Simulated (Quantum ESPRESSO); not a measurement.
**Fixed-spin-moment curve of FePt**

Wanted: E(M) for FePt from a parallel start.

Calculated with Quantum ESPRESSO 7.5; PBE; plane waves with GBRV 1.5 PBE potentials, no spin-orbit coupling.

Report form: the programs' logs are mostly left out.

## (1) The structure

It takes space group P4/mmm (No. 123, tetragonal). Conventional cell: a = 2.724 Å, b = 2.724 Å, c = 3.713 Å, α = 90.00°, β = 90.00°, γ = 90.00°. Fe has 8 Pt at 2.68 Å and 4 Fe at 2.72 Å nearest. Pt has 8 Fe at 2.68 Å and 4 Pt at 2.72 Å nearest. Farther neighbours are not listed.

As a file:

```cif
data_structure
_symmetry_space_group_name_H-M 'P4/mmm'
_symmetry_Int_Tables_number 123
_cell_length_a 2.7238
_cell_length_b 2.7238
_cell_length_c 3.7130
_cell_angle_alpha 90.000
_cell_angle_beta 90.000
_cell_angle_gamma 90.000
_cell_volume 27.55
loop_
_atom_site_label
_atom_site_type_symbol
_atom_site_symmetry_multiplicity
_atom_site_Wyckoff_symbol
_atom_site_fract_x
_atom_site_fract_y
_atom_site_fract_z
_atom_site_occupancy
Fe1 Fe 1 a 0.00000 0.00000 0.00000 1
Pt1 Pt 1 d 0.50000 0.50000 0.50000 1
```

The lattice constants were typed from memory of published values and not checked against a source.

## (2) The free run

The input, pw.in:

```
&CONTROL
  calculation = 'scf'
  prefix = 'pwscf'
  outdir = './tmp'
  pseudo_dir = './pseudo'
  disk_io = 'nowf'
/
&SYSTEM
  ibrav = 0
  celldm(1) = 8
  nat = 2
  ntyp = 2
  ecutwfc = 40
  ecutrho = 280
  nbnd = 24
  occupations = 'smearing'
  smearing = 'fd'
  degauss = 0.00367493
  nspin = 2
  starting_magnetization(1) = 0.175
  starting_magnetization(2) = 0
/
&ELECTRONS
  conv_thr = 4d-09
  electron_maxstep = 150
  mixing_beta = 0.3
/
ATOMIC_SPECIES
Fe     55.8450 fe_pbe_v1.5.uspp.F.UPF
Pt    195.0840 pt_pbe_v1.4.uspp.F.UPF
CELL_PARAMETERS alat
   0.6433985968878    0.0000000000000    0.0000000000000
   0.0000000000000    0.6433985968878    0.0000000000000
   0.0000000000000    0.0000000000000    0.8770691375919
ATOMIC_POSITIONS crystal
Fe      0.0000000000    0.0000000000    0.0000000000
Pt      0.5000000000    0.5000000000    0.5000000000
K_POINTS automatic
12 12 12 0 0 0
```

On the command line:

```
OMP_NUM_THREADS=1 mpirun -n 4 pw.x -nk 4 -in pw.in > pw.out
```

Elapsed: 66 s, on 4 MPI ranks of Arm Neoverse N1, shared host; peak memory 0.36 GiB; 4.3 min of CPU time.

Spin moment in the atom's sphere by atom:

```
atom  spin moment in the atom's sphere (μB)
 Fe1                                   3.00
 Pt2                                   0.40
```

Numbers from this step:

```
smearing term TS       : 0.01216 eV
magnetization          : 3.34 μB
absolute magnetization : 3.523 μB
final state            : ferromagnetic
```

## (3) Moment fixed at 0 μB

The two spin channels are filled to separate Fermi energies, so that the total moment meets the target. Half of the up one less the down one is the slope dE/dM.

pw.in: that of step 2 with these lines changed.

```diff
@@ -14,3 +14,3 @@
   ecutrho = 280
-  nbnd = 24
+  nbnd = 25
   occupations = 'smearing'
@@ -19,4 +19,5 @@
   nspin = 2
-  starting_magnetization(1) = 0.175
+  starting_magnetization(1) = 0.0088
   starting_magnetization(2) = 0
+  tot_magnetization = 0
 /
```

Run time: 67 s. Hardware: 4 MPI ranks; peak memory 0.37 GiB; 4.5 min of CPU time.

Read from the output:

```
magnetization                                 : 0 μB
absolute magnetization                        : 0 μB
half the difference of the two Fermi energies : -0.1 meV
largest moment                                : 0 μB
```

## (4) Moment fixed at 0.501 μB

pw.in: that of step 3 with these lines changed.

```diff
@@ -14,3 +14,3 @@
   ecutrho = 280
-  nbnd = 25
+  nbnd = 26
   occupations = 'smearing'
@@ -19,5 +19,5 @@
   nspin = 2
-  starting_magnetization(1) = 0.0088
+  starting_magnetization(1) = 0.0313
   starting_magnetization(2) = 0
-  tot_magnetization = 0
+  tot_magnetization = 0.501
 /
```

Run time: 81 s. Hardware: 4 MPI ranks; peak memory 0.38 GiB; 5.4 min of CPU time.

Spin moment in the atom's sphere by atom:

```csv
atom,spin moment in the atom's sphere (μB)
Fe1,0.543
Pt2,-0.016
```

This step gave:

* magnetization: 0.501 μB
* absolute magnetization: 0.602 μB
* half the difference of the two Fermi energies: -100.7 meV

## (5) Moment fixed at 1.002 μB

pw.in: that of step 4 with these lines changed.

```diff
@@ -19,5 +19,5 @@
   nspin = 2
-  starting_magnetization(1) = 0.0313
+  starting_magnetization(1) = 0.0626
   starting_magnetization(2) = 0
-  tot_magnetization = 0.501
+  tot_magnetization = 1.002
 /
```

Wall time 74 s (4 MPI ranks); peak memory 0.37 GiB.

Numbers from this step:

- magnetization: 1.002 μB
- absolute magnetization: 1.174 μB
- half the difference of the two Fermi energies: -200.3 meV
- largest moment: 1.07 μB

## (6) All moments

The runs not shown differ in the target, the start and the number of states alone. The point at 3.34 μB is the free run, entered with slope zero.

The energy over the lowest by total spin moment:

```
total spin moment (μB a cell)  energy over the lowest (meV a cell)
                         0.00                                  791
                         0.50                                  766
                         1.00                                  690
                         1.50                                  563
                         2.00                                  390
                         2.50                                  200
                         3.01                                 40.3
                         3.34                                    0
                         3.51                                 11.5
                         4.01                                  219
                         4.51                                  736
```

dE/dM against total spin moment:

```
total spin moment (μB a cell)  dE/dM (meV/μB)
                         0.00          -0.110
                         0.50            -101
                         1.00            -200
                         1.50            -306
                         2.00            -374
                         2.50            -370
                         3.01            -221
                         3.34               0
                         3.51             135
                         4.01             735
                         4.51            1254
```

The largest site moment by total spin moment:

```
total spin moment (μB a cell)  largest site moment (μB)
                         0.00                    2.0e-4
                         0.50                     0.543
                         1.00                      1.07
                         1.50                      1.60
                         2.00                      2.08
                         2.50                      2.47
                         3.01                      2.81
                         3.34                      3.00
                         3.51                      3.10
                         4.01                      3.34
                         4.51                      3.54
```

## (7) Summary of results

- moment of the free run: 3.34 μB a cell
- energy at zero total moment: 791 meV a cell over the lowest
- ΔE/ΔM² from the lowest point to 3.51 and to 3.01 μB: 413 and 361 meV/μB²

In words: At zero total moment the site moments vanish, so the 791 meV a cell is the energy of forming them. The points show one minimum alone. The cell holds one seeded atom, so opposed orders, which may lie lower, cannot form in it.

[Logs and program files are shortened in this print: banners, set-up blocks, solver, clock and traceback lines can be left out without a mark of their own.]

[Logs are printed without paths, hosts, clocks, repeated set-up lines and the standing remarks that a program may print on its own settings, such as how far it seeks lower states.]

[Hosts, paths, dates, database ids (printed as entryN), source tags and the programs' standing remarks are cut or masked in the printed files.]

[Where a cell is said to come from a database of computed structures, the database is the Materials Project.]
